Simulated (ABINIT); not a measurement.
# A GW chain in ABINIT: KCaCl3 (Pm-3m), part 2 of 2

How does a plane-wave GW calculation on KCaCl3 (Pm-3m) run from the first input to the gap?

ABINIT 10.8.3; PBEsol and many-body steps on it, plane waves. Known limits of the many-body steps: not at the basis limit; coarse k mesh.

So far. Step 2 (Ground state): The gap is indirect, with the least direct gap 0.29 eV higher. Step 3 (Empty states on the mesh, 2×2×2 mesh, 135 bands): On this mesh the gap is 4.647 eV.

## (4) Screening, 2×2×2 mesh, 123 bands, screening to 106.1 eV

The RPA dielectric matrix is built and inverted for each q.

This step: RPA screening on PBEsol, plane waves, norm-conserving pseudopotentials.

File run.abi:

```
acell 3*1.0 Angstrom
rprim 
  5.393523000000 0.000000000000 0.000000000000
  0.000000000000 5.393523000000 0.000000000000
  0.000000000000 0.000000000000 5.393523000000
ntypat 3
znucl 19 20 17
natom 5
typat 1 2 3 3 3
xred 
  0.000000000000 0.000000000000 0.000000000000
  0.500000000000 0.500000000000 0.500000000000
  0.000000000000 0.500000000000 0.500000000000
  0.500000000000 0.000000000000 0.500000000000
  0.500000000000 0.500000000000 0.000000000000
pp_dirpath "pseudos"
pseudos "K.upf, Ca.upf, Cl.upf"
ecut 33
ngkpt 2 2 2
nshiftk 1
shiftk 0 0 0
kptopt 1
chksymbreak 0
istwfk *1
occopt 1
irdwfk 1
optdriver 3
nband 123
ecuteps 3.9
inclvkb 2
awtr 1
symchi 1
indata_prefix "in"
outdata_prefix "out"
tmpdata_prefix "tmp"
```

On the command line:

```
OMP_NUM_THREADS=1 mpirun -n 4 abinit run.abi > log
```

Numbers of over 12 decimals in the logs are rounded to 6 here.

Log:

```text
.Version 10.8.3 of ABINIT. v10.8.2 released Aug 2026.

 Symmetries : space group Pm -3 m (#221); Bravais cP (primitive cubic)
[... echo of the input left out ...]
== DATASET  1 ==================================================================
-   mpi_nproc: 4, omp_nthreads: 1 (-1 if OMP is not activated)

--- !DatasetInfo
iteration_state: {dtset: 1, }
dimensions: {natom: 5, nkpt: 4, mband: 123, nsppol: 1, nspinor: 1, nspden: 1, mpw: 9627, }
cutoff_energies: {ecut:  33.0, pawecutdg:  -1.0, }
electrons: {nelect:   4.00000000E+01, charge:   0.00000000E+00, occopt:   1.00000000E+00, tsmear:   1.00000000E-02, }

 SCREENING: Calculation of the susceptibility and dielectric matrices

 Based on a program developped by R.W. Godby, V. Olevano, G. Onida, and L. Reining.
 Incorporated in ABINIT by V. Olevano, G.-M. Rignanese, and M. Torrent.
.Using double precision arithmetic ; gwpc =  8

[... cell and pseudopotentials left out ...]
--------------------------------------------------------------------------------

 ==== K-mesh for the wavefunctions ====
 Number of points in the irreducible wedge :     4
[... list of points left out ...]
 Together with 48 symmetry operations and time-reversal symmetry
 yields     8 points in the full Brillouin Zone.

 ==== Q-mesh for the screening function ====
 Number of points in the irreducible wedge :     4
[... list of points left out ...]
 Together with 48 symmetry operations and time-reversal symmetry
 yields     8 points in the full Brillouin Zone.

 setmesh: FFT mesh size selected  =    36x   36x   36
          total number of points  =        46656

 vcoul_init : cutoff-mode = AUXILIARY_FUNCTION
 q-points for optical limit:   1
     1)      0.000010    0.000020    0.000030

- screening: taking advantage of time-reversal symmetry
- Maximum band index for partially occupied states nbvw = 20
- Remaining bands to be divided among processors   nbcw = 103
- Number of bands treated by each node ~25

 Number of electrons calculated from density =   40.0000; Expected =   40.0000
 average of density, n =  0.037779
 r_s =    1.8488
 omega_plasma =   18.7490 [eV]

 calculating chi0 at frequencies [eV] :
  1    0.000000E+00    0.000000E+00
  2    0.000000E+00    1.874902E+01

--------------------------------------------------------------------------------
  q-point number  1        q = ( 0.000000, 0.000000, 0.000000) [r.l.u.]
--------------------------------------------------------------------------------
[... chi0 elements left out ...]
 For q-point:  0.000010 0.000020 0.000030
  dielectric constant =   2.5485
  dielectric constant without local fields =   2.9961

  Average fulfillment of the sum rule on Im[epsilon] for q-point    1 :     59.05  [%]
[... wings left out ...]
  q-point number  2        q = ( 0.500000, 0.000000, 0.000000) [r.l.u.]
--------------------------------------------------------------------------------
[... chi0 elements left out ...]
  Average fulfillment of the sum rule on Im[epsilon] for q-point    2 :     65.22  [%]

 [... 2 further q-points ...]
```

Wall time 28 s (4 MPI ranks of Arm Neoverse V1, shared host); peak memory 1.2 GiB.

Numbers from this step:

- ε∞ with local fields, on this mesh, along the program's q direction: 2.549
- the same without local fields: 2.996
- plasma frequency: 18.75 eV
- plane waves in the screening matrix: 389

Local fields lower ε∞ by 15 %. On a Γ-centred mesh this coarse the value itself is usually too large, while a short band sum pulls it down.

## (5) Self-energy, 2×2×2 mesh, 123 bands, screening to 106.1 eV

The self-energy is evaluated for the states that the input lists, and the levels follow from it, in one-shot runs by the linearised quasiparticle equation.

This step: G0W0 on PBEsol, plane waves, norm-conserving pseudopotentials.

Changes to run.abi since step 4:

```diff
@@ -26,8 +26,17 @@
 irdwfk 1
-optdriver 3
+optdriver 4
 nband 123
+gwcalctyp 0
+ecutsigx 33
+symsigma 1
+nkptgw 2
+kptgw 
+  0.5000000000 0.5000000000 0.5000000000
+  0.0000000000 0.0000000000 0.0000000000
+bdgw 
+  18 24
+  18 24
 ecuteps 3.9
-inclvkb 2
-awtr 1
-symchi 1
+irdscr 1
+ppmodel 1
 indata_prefix "in"
```

Log:

```text
.Version 10.8.3 of ABINIT. v10.8.2 released Aug 2026.

 Symmetries : space group Pm -3 m (#221); Bravais cP (primitive cubic)
[... echo of the input left out ...]
== DATASET  1 ==================================================================
-   mpi_nproc: 4, omp_nthreads: 1 (-1 if OMP is not activated)

--- !DatasetInfo
iteration_state: {dtset: 1, }
dimensions: {natom: 5, nkpt: 4, mband: 123, nsppol: 1, nspinor: 1, nspden: 1, mpw: 9627, }
cutoff_energies: {ecut:  33.0, pawecutdg:  -1.0, }
electrons: {nelect:   4.00000000E+01, charge:   0.00000000E+00, occopt:   1.00000000E+00, tsmear:   1.00000000E-02, }

 SIGMA: Calculation of the GW corrections

 Based on a program developped by R.W. Godby, V. Olevano, G. Onida, and L. Reining.
 Incorporated in ABINIT by V. Olevano, G.-M. Rignanese, and M. Torrent.
.Using double precision arithmetic ; gwpc =  8

[... cell and pseudopotentials left out ...]
--------------------------------------------------------------------------------

 ==== K-mesh for the wavefunctions ====
 Number of points in the irreducible wedge :     4
[... list of points left out ...]
 Together with 48 symmetry operations and time-reversal symmetry
 yields     8 points in the full Brillouin Zone.

 ==== Q-mesh for screening function ====
 Number of points in the irreducible wedge :     4
[... list of points left out ...]
 Together with 48 symmetry operations and time-reversal symmetry
 yields     8 points in the full Brillouin Zone.

 vcoul_init : cutoff-mode = AUXILIARY_FUNCTION
 q-points for optical limit:   1
     1)      0.000010    0.000020    0.000030
 setmesh: FFT mesh size selected  =    54x   54x   54
          total number of points  =       157464

 Number of electrons calculated from density =   40.0000; Expected =   40.0000
 average of density, n =  0.037779
 r_s =    1.8488
 omega_plasma =   18.7490 [eV]

 === KS Band Gaps ===
  >>>> For spin  1
   Minimum direct gap =   4.9356 [eV], located at k-point      :   0.0000  0.0000  0.0000
   Fundamental gap    =   4.6466 [eV], Top of valence bands at :   0.5000  0.5000  0.5000
                                       Bottom of conduction at :   0.0000  0.0000  0.0000
 SIGMA fundamental parameters:
 PLASMON POLE MODEL  1
 number of plane-waves for SigmaX                 9627
 number of plane-waves for SigmaC and W            389
 number of plane-waves for wavefunctions          9627
 number of bands                                   123
 number of independent spin polarizations            1
 number of spinorial components                      1
 number of k-points in IBZ                           4
 number of q-points in IBZ                           4
 number of symmetry operations                      48
 number of k-points in BZ                            8
 number of q-points in BZ                            8
 number of frequencies for dSigma/dE                 9
 frequency step for dSigma/dE [eV]                0.25
 number of omega for Sigma on real axis              0
 max omega for Sigma on real axis  [eV]           0.00
 zcut for avoiding poles [eV]                     0.10

 EPSILON^-1 parameters (SCR file):
 dimension of the eps^-1 matrix on file            389
 dimension of the eps^-1 matrix used               389
 number of plane-waves for wavefunctions          9627
 number of bands                                   123
 number of q-points in IBZ                           4
 number of frequencies                               2
 number of real frequencies                          1
 number of imag frequencies                          1

 matrix elements of self-energy operator (all in [eV])

 Perturbative Calculation

--- !SelfEnergy_ee
iteration_state: {dtset: 1, }
kpoint     : [   0.500,    0.500,    0.500, ]
spin       : 1
KS_gap     :    6.260
QP_gap     :    8.827
Delta_QP_KS:    2.567
data: !SigmaeeData |
     Band     E0 <VxcDFT>   SigX SigC(E0)      Z dSigC/dE  Sig(E)    E-E0       E
       18  -0.113 -14.235 -18.503   2.470   0.806  -0.240 -15.685  -1.450  -1.563
       19  -0.113 -14.235 -18.503   2.470   0.806  -0.240 -15.685  -1.450  -1.563
       20  -0.113 -14.235 -18.503   2.470   0.806  -0.240 -15.685  -1.450  -1.563
       21   6.148  -6.512  -2.560  -2.671   0.872  -0.147  -5.395   1.117   7.264
       22   7.151  -8.334  -3.719  -2.736   0.862  -0.159  -6.714   1.620   8.771
       23   7.151  -8.334  -3.719  -2.736   0.862  -0.159  -6.714   1.620   8.771
       24   7.151  -8.334  -3.719  -2.736   0.862  -0.159  -6.714   1.620   8.771

--- !SelfEnergy_ee
iteration_state: {dtset: 1, }
kpoint     : [   0.000,    0.000,    0.000, ]
spin       : 1
KS_gap     :    4.936
QP_gap     :    7.369
Delta_QP_KS:    2.433
data: !SigmaeeData |
     Band     E0 <VxcDFT>   SigX SigC(E0)      Z dSigC/dE  Sig(E)    E-E0       E
       18  -0.402 -14.256 -18.546   2.479   0.807  -0.239 -15.717  -1.462  -1.864
       19  -0.402 -14.256 -18.546   2.479   0.807  -0.239 -15.717  -1.462  -1.864
       20  -0.402 -14.256 -18.546   2.479   0.807  -0.239 -15.717  -1.462  -1.864
       21   4.534  -6.780  -2.943  -2.719   0.869  -0.151  -5.808   0.971   5.505
       22   5.431 -11.616  -5.726  -3.052   0.843  -0.186  -9.224   2.392   7.823
       23   5.431 -11.616  -5.726  -3.052   0.843  -0.186  -9.224   2.392   7.823
       24   5.431 -11.616  -5.726  -3.052   0.843  -0.186  -9.224   2.392   7.823

== END DATASET(S) ==============================================================
================================================================================

 -outvars: echo values of variables after computation  --------
           etotal      0.0000000000E+00
            nband         123
             nkpt           4
          spgroup         221
 [... the other variables as echoed above ...]

 Calculation completed.
```

Elapsed: 17 s, on 4 MPI ranks; peak memory 1.1 GiB.

Numbers from this step:

| Quantity | Value |
| --- | --- |
| G0W0 gap on the points computed | 7.068 eV |
| starting gap on the mesh | 4.647 eV |
| k of the valence top | 0.5, 0.5, 0.5 |
| k of the conduction bottom | 0, 0, 0 |
| Z at the valence top | 0.806 |
| Z at the conduction bottom | 0.869 |
| least direct G0W0 gap on the computed points | 7.369 eV |

The gap on the mesh goes from 4.65 eV to 7.07 eV, a correction of +2.42 eV.

Limits: finite bands, cutoff and mesh; coarse k mesh. v1 is the top filled band, c1 the lowest empty one. Levels before and after the correction, in eV, zero at the valence-band top of each column:

```csv
,conduction bottom,valence top
Kohn-Sham,4.65,0.00
G0W0,7.07,0.00
```

```csv
,level,energy (eV)
Kohn-Sham,(0.5 0.5 0.5) v3-v1,0.000
Kohn-Sham,(0.5 0.5 0.5) c1,6.261
Kohn-Sham,(0.5 0.5 0.5) c2-c4,7.264
Kohn-Sham,Γ v3-v1,-0.289
Kohn-Sham,Γ c1,4.647
Kohn-Sham,Γ c2-c4,5.544
G0W0,(0.5 0.5 0.5) v3-v1,0.000
G0W0,(0.5 0.5 0.5) c1,8.827
G0W0,(0.5 0.5 0.5) c2-c4,10.334
G0W0,Γ v3-v1,-0.301
G0W0,Γ c1,7.068
G0W0,Γ c2-c4,9.386
```

## (6) Where the time went

Times are wall times on 4 MPI ranks of Arm Neoverse V1, shared host, good to a factor of about two.

| step | time | share | memory (GiB) |
| --- | --- | --- | --- |
| ground state | 38 s | 29 % | 0.41 |
| empty states on the mesh | 48 s | 37 % | 0.44 |
| screening | 28 s | 21 % | 1.2 |
| self-energy | 17 s | 13 % | 1.1 |

## (7) Results

```
PBEsol gap           : 4.65 eV, indirect
G0W0 gap on the mesh : 7.07 eV
GW settings          : 2×2×2 mesh, 123 bands, screening to 106.1 eV, Godby-Needs plasmon pole
known limits         : not at the basis limit; coarse k mesh
```

In words: G0W0 moves the gap on the mesh from 4.65 eV to 7.07 eV (+2.42 eV), with Z of 0.81 and 0.87 at the edges. Local fields lower the RPA ε∞ on this mesh from 3.00 to 2.55; a Γ-centred mesh this coarse tends to raise both, most where the direct gap is narrow, while a short band sum lowers them. Only 2 of the mesh's irreducible points were corrected, so a valley elsewhere could overtake. Bands and cutoff are finite, so the gap is not at the basis limit. The miss can reach some tenths of an eV and take either sign; the mesh is an error of its own. In the G0W0 run levels were corrected at 2 k points alone, so a gap called «on the mesh» is the least over those, and an edge elsewhere would be missed. The 2×2×2 mesh is coarse for this cell, which bears on the long-range parts of exchange and screening. This is the ideal cubic cell; many perovskites, halides above all, are cubic only on average, and local tilts or off-centring can widen the gap.

[Paths, hosts, dates, memory and timing lines, banners, echoed tables and standing remarks are left out of the program output.]

[Logs are printed without paths, hosts, clocks, repeated set-up lines and the standing remarks that a program may print on its own settings, such as how far it seeks lower states.]

[Runs of the session that timed out or met a known fault of the program may be left out.]

[Hosts, paths, dates, database ids (printed as entryN), source tags and the programs' standing remarks are cut or masked in the printed files.]

[G0W0 gaps are taken among the corrected bands and points alone; a level outside them can change the order at an edge.]

[Where Ansatz stands beside ABINIT at settings called matched, ABINIT's density can come from a denser mesh and the files from another edition; pairs whose starting gaps differed by over 0.03 eV were left out, so agreement reads better than it is.]
